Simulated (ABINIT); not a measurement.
# TePb (Fm-3m): G0W0 in ABINIT against the wavefunction cutoff in GW

Wanted: the cheapest wavefunction cutoff in GW that holds the gap of TePb (Fm-3m).

Program: ABINIT 10.8.3. Level of theory: PBE and many-body steps on it, plane waves. Results are calculated unless marked as measured.

Most raw output is cut from this account.

## 1. The structure

Symmetry: Fm-3m, No. 225, cubic system. Conventional cell: a = 6.462 Å, b = 6.462 Å, c = 6.462 Å, α = 90.00°, β = 90.00°, γ = 90.00°. Nearest to Te lie 6 Pb at 3.23 Å. Nearest to Pb lie 6 Te at 3.23 Å. Farther neighbours and most contacts between anions are not listed.

The cell and positions come from the Crystallography Open Database and are kept as given unless a step says otherwise. Spin-orbit coupling is left out unless a step names it.

## 2. Screening, 4×4×4 mesh, 124 bands, screening to 163.3 eV

This step: ABINIT 10.8.3; RPA screening on PBE, plane waves, norm-conserving pseudopotentials.

The RPA dielectric matrix is built and inverted for each q.

Contents of run.abi:

```
acell 3*1.0 Angstrom
rprim 
  -0.000000000000 3.231000000000 3.231000000000
  3.231000000000 0.000000000000 3.231000000000
  3.231000000000 3.231000000000 0.000000000000
ntypat 2
znucl 52 82
natom 2
typat 1 2
xred 
  0.500000000000 0.500000000000 0.500000000000
  0.000000000000 -0.000000000000 -0.000000000000
pp_dirpath "pseudos"
pseudos "Te.upf, Pb.upf"
ecut 34
ngkpt 4 4 4
nshiftk 1
shiftk 0 0 0
kptopt 1
chksymbreak 0
istwfk *1
occopt 1
irdwfk 1
optdriver 3
nband 124
ecuteps 6
inclvkb 2
awtr 1
symchi 1
ecutwfn 10.2
indata_prefix "in"
outdata_prefix "out"
tmpdata_prefix "tmp"
```

The run is started by

```bash
OMP_NUM_THREADS=1 mpirun -n 8 abinit run.abi > log
```

Elapsed: 38 s, on 8 MPI ranks of Arm Neoverse N1, shared host; peak memory 0.96 GiB.

Numbers from this step:

```yaml
eps_infinity_with_local_fields_on_this_mesh_along_the_program_s_q_direction: 38.66
the_same_without_local_fields: 41.73
plasma_frequency: 24.23 eV
plane_waves_in_the_screening_matrix: 331
```

Local fields lower ε∞ by 7 %.

## 3. 10.2 Ha

This step: G0W0 on PBE, plane waves, norm-conserving pseudopotentials.

run.abi: that of step 2 with these lines changed.

```diff
@@ -23,8 +23,17 @@
 irdwfk 1
-optdriver 3
+optdriver 4
 nband 124
+gwcalctyp 0
+ecutsigx 10.2
+symsigma 1
+nkptgw 2
+kptgw 
+  0.5000000000 0.0000000000 0.0000000000
+  0.0000000000 0.0000000000 0.0000000000
+bdgw 
+  13 18
+  13 18
 ecuteps 6
-inclvkb 2
-awtr 1
-symchi 1
+irdscr 1
+ppmodel 1
 ecutwfn 10.2
```

Wall time 21 s (8 MPI ranks); peak memory 1.2 GiB; 2.8 min of CPU time.

This step gave:

```yaml
g0w0_gap_on_the_points_computed: 1.121 eV
starting_gap_on_the_mesh: 0.7358 eV
k_of_the_valence_top: 0.5, 0, 0
k_of_the_conduction_bottom: 0.5, 0, 0
z_at_the_valence_top: 0.792
z_at_the_conduction_bottom: 0.802
least_direct_g0w0_gap_on_the_computed_points: 1.121 eV
```

## 4. Screening, 4×4×4 mesh, 124 bands, screening to 163.3 eV

This step: RPA screening on PBE, plane waves, norm-conserving pseudopotentials.

run.abi: that of step 3 with these lines changed.

```diff
@@ -23,18 +23,9 @@
 irdwfk 1
-optdriver 4
+optdriver 3
 nband 124
-gwcalctyp 0
-ecutsigx 10.2
-symsigma 1
-nkptgw 2
-kptgw 
-  0.5000000000 0.0000000000 0.0000000000
-  0.0000000000 0.0000000000 0.0000000000
-bdgw 
-  13 18
-  13 18
 ecuteps 6
-irdscr 1
-ppmodel 1
-ecutwfn 10.2
+inclvkb 2
+awtr 1
+symchi 1
+ecutwfn 17
 indata_prefix "in"
```

The job ended after 39 s (8 MPI ranks; peak memory 1.1 GiB).

This step gave:

| Item | Value |
| --- | --- |
| ε∞ with local fields, on this mesh, along the program's q direction | 38.71 |
| the same without local fields | 41.79 |
| plasma frequency | 24.72 eV |
| plane waves in the screening matrix | 331 |

## 5. 17 Ha

The self-energy is evaluated for the states that the input lists, and the levels follow from it, in one-shot runs by the linearised quasiparticle equation.

This step: G0W0 on PBE, plane waves, norm-conserving pseudopotentials.

run.abi: that of step 4 with these lines changed.

```diff
@@ -23,8 +23,17 @@
 irdwfk 1
-optdriver 3
+optdriver 4
 nband 124
+gwcalctyp 0
+ecutsigx 17
+symsigma 1
+nkptgw 2
+kptgw 
+  0.5000000000 0.0000000000 0.0000000000
+  0.0000000000 0.0000000000 0.0000000000
+bdgw 
+  13 18
+  13 18
 ecuteps 6
-inclvkb 2
-awtr 1
-symchi 1
+irdscr 1
+ppmodel 1
 ecutwfn 17
```

Elapsed: 22 s, on 8 MPI ranks; peak memory 1.3 GiB.

Numbers from this step:

```yaml
g0w0_gap_on_the_points_computed: 1.088 eV
starting_gap_on_the_mesh: 0.7358 eV
k_of_the_valence_top: 0.5, 0, 0
k_of_the_conduction_bottom: 0.5, 0, 0
z_at_the_valence_top: 0.792
z_at_the_conduction_bottom: 0.801
least_direct_g0w0_gap_on_the_computed_points: 1.088 eV
```

The gap on the mesh goes from 0.74 eV to 1.09 eV, a correction of +0.35 eV.

## 6. Screening, 4×4×4 mesh, 124 bands, screening to 163.3 eV

This step: RPA screening on PBE, plane waves, norm-conserving pseudopotentials.

run.abi: that of step 5 with these lines changed.

```diff
@@ -23,18 +23,9 @@
 irdwfk 1
-optdriver 4
+optdriver 3
 nband 124
-gwcalctyp 0
-ecutsigx 17
-symsigma 1
-nkptgw 2
-kptgw 
-  0.5000000000 0.0000000000 0.0000000000
-  0.0000000000 0.0000000000 0.0000000000
-bdgw 
-  13 18
-  13 18
 ecuteps 6
-irdscr 1
-ppmodel 1
-ecutwfn 17
+inclvkb 2
+awtr 1
+symchi 1
+ecutwfn 25.5
 indata_prefix "in"
```

Elapsed: 52 s, on 8 MPI ranks; peak memory 1.5 GiB; 6.9 min of CPU time.

Numbers from this step:

* ε∞ with local fields, on this mesh, along the program's q direction: 38.67
* the same without local fields: 41.74
* plasma frequency: 24.76 eV
* plane waves in the screening matrix: 331

## 7. 25.5 Ha

This step: G0W0 on PBE, plane waves, norm-conserving pseudopotentials.

run.abi: that of step 6 with these lines changed.

```diff
@@ -23,8 +23,17 @@
 irdwfk 1
-optdriver 3
+optdriver 4
 nband 124
+gwcalctyp 0
+ecutsigx 25.5
+symsigma 1
+nkptgw 2
+kptgw 
+  0.5000000000 0.0000000000 0.0000000000
+  0.0000000000 0.0000000000 0.0000000000
+bdgw 
+  13 18
+  13 18
 ecuteps 6
-inclvkb 2
-awtr 1
-symchi 1
+irdscr 1
+ppmodel 1
 ecutwfn 25.5
```

Run time: 22 s. Hardware: 8 MPI ranks; peak memory 1.6 GiB.

This step gave:

- G0W0 gap on the points computed: 1.079 eV
- starting gap on the mesh: 0.7358 eV
- k of the valence top: 0.5, 0, 0
- k of the conduction bottom: 0.5, 0, 0
- least direct G0W0 gap on the computed points: 1.079 eV

Against the run before, the gap moves by −0.009 eV.

## 8. Screening, 4×4×4 mesh, 124 bands, screening to 163.3 eV

This step: RPA screening on PBE, plane waves, norm-conserving pseudopotentials.

run.abi: that of step 7 with these lines changed.

```diff
@@ -23,18 +23,8 @@
 irdwfk 1
-optdriver 4
+optdriver 3
 nband 124
-gwcalctyp 0
-ecutsigx 25.5
-symsigma 1
-nkptgw 2
-kptgw 
-  0.5000000000 0.0000000000 0.0000000000
-  0.0000000000 0.0000000000 0.0000000000
-bdgw 
-  13 18
-  13 18
 ecuteps 6
-irdscr 1
-ppmodel 1
-ecutwfn 25.5
+inclvkb 2
+awtr 1
+symchi 1
 indata_prefix "in"
```

The job ended after 96 s (8 MPI ranks; peak memory 2.3 GiB).

Numbers from this step:

- ε∞ with local fields, on this mesh, along the program's q direction: 38.66
- the same without local fields: 41.73
- plasma frequency: 24.76 eV
- plane waves in the screening matrix: 331

## 9. 34 Ha

This step: G0W0 on PBE, plane waves, norm-conserving pseudopotentials.

run.abi: that of step 8 with these lines changed.

```diff
@@ -23,8 +23,17 @@
 irdwfk 1
-optdriver 3
+optdriver 4
 nband 124
+gwcalctyp 0
+ecutsigx 34
+symsigma 1
+nkptgw 2
+kptgw 
+  0.5000000000 0.0000000000 0.0000000000
+  0.0000000000 0.0000000000 0.0000000000
+bdgw 
+  13 18
+  13 18
 ecuteps 6
-inclvkb 2
-awtr 1
-symchi 1
+irdscr 1
+ppmodel 1
 indata_prefix "in"
```

Run time: 26 s. Hardware: 8 MPI ranks; peak memory 2.2 GiB.

This step gave:

```yaml
g0w0_gap_on_the_points_computed: 1.079 eV
starting_gap_on_the_mesh: 0.7358 eV
k_of_the_valence_top: 0.5, 0, 0
k_of_the_conduction_bottom: 0.5, 0, 0
least_direct_g0w0_gap_on_the_computed_points: 1.079 eV
```

Against the run before, the gap moves by +0.000 eV.

## 10. The runs together

Times are wall times on 8 MPI ranks of Arm Neoverse N1, shared host, good to a factor of about two. A run's time includes the screening step that it read.

```csv
run,mesh,bands,screening cutoff (eV),DFT gap (eV),gap on the mesh (eV),direct (eV),ε∞ used,time
10.2 Ha,4×4×4,124,163.3,0.736,1.121,1.121,38.66,59 s
17 Ha,4×4×4,124,163.3,0.736,1.088,1.088,38.71,61 s
25.5 Ha,4×4×4,124,163.3,0.736,1.079,1.079,38.67,74 s
34 Ha,4×4×4,124,163.3,0.736,1.079,1.079,38.66,2 min
```

## 11. Results

```yaml
10p2_ha: 1.121 eV
17_ha: 1.088 eV
25p5_ha: 1.079 eV
34_ha: 1.079 eV
known_limits: not at the basis limit; exchange with frozen shells missing; mesh may overstate the screening; no spin-orbit coupling; coarse k mesh
```

What this shows: The setting moved: wavefunction cutoff in GW. From 10.2 Ha to 34 Ha the gap moves by −0.04 eV, for 2.1 times the time. It holds to 0.03 eV from 17 Ha on. Bands and screening cutoff are coupled, so a series along one setting does not show full convergence. The exchange cutoff follows the wavefunction cutoff here. Bands and cutoff are finite, so the gap is not at the basis limit. The miss can reach some tenths of an eV and take either sign; the mesh is an error of its own. In the G0W0 runs levels were corrected at 2 k points alone, so a gap called «on the mesh» is the least over those, and an edge elsewhere would be missed. The 4×4×4 mesh is coarse for this cell, which bears on the long-range parts of exchange and screening. Where an edge is built on 6p states of lead, bismuth or thallium, scalar-relativistic gaps usually stand too wide, by a few tenths to over one eV. The norm-conserving file of at least one element keeps a d shell over frozen s and p shells of the same row. Exchange with those shells is missing from the self-energy, an error of 0.3 to 0.9 eV in cases checked, whose sign depends on which edge lies on those atoms. For the PBE start: The RPA ε∞ on this mesh reaches over 25; with a narrow direct gap a coarse mesh can overstate it, and the correction is then too small. The many-body steps are scalar-relativistic: spin-orbit coupling is not in them.

[Paths, hosts, dates, memory and timing lines, banners, echoed tables and standing remarks are left out of the program output.]

[Logs are printed without paths, hosts, clocks, repeated set-up lines and the standing remarks that a program may print on its own settings, such as how far it seeks lower states.]

[Runs of the session that timed out or met a known fault of the program may be left out.]

[Hosts, paths, dates, database ids (printed as entryN), source tags and the programs' standing remarks are cut or masked in the printed files.]

[G0W0 gaps are taken among the corrected bands and points alone; a level outside them can change the order at an edge.]

[Where Ansatz stands beside ABINIT at settings called matched, ABINIT's density can come from a denser mesh and the files from another edition; pairs whose starting gaps differed by over 0.03 eV were left out, so agreement reads better than it is.]
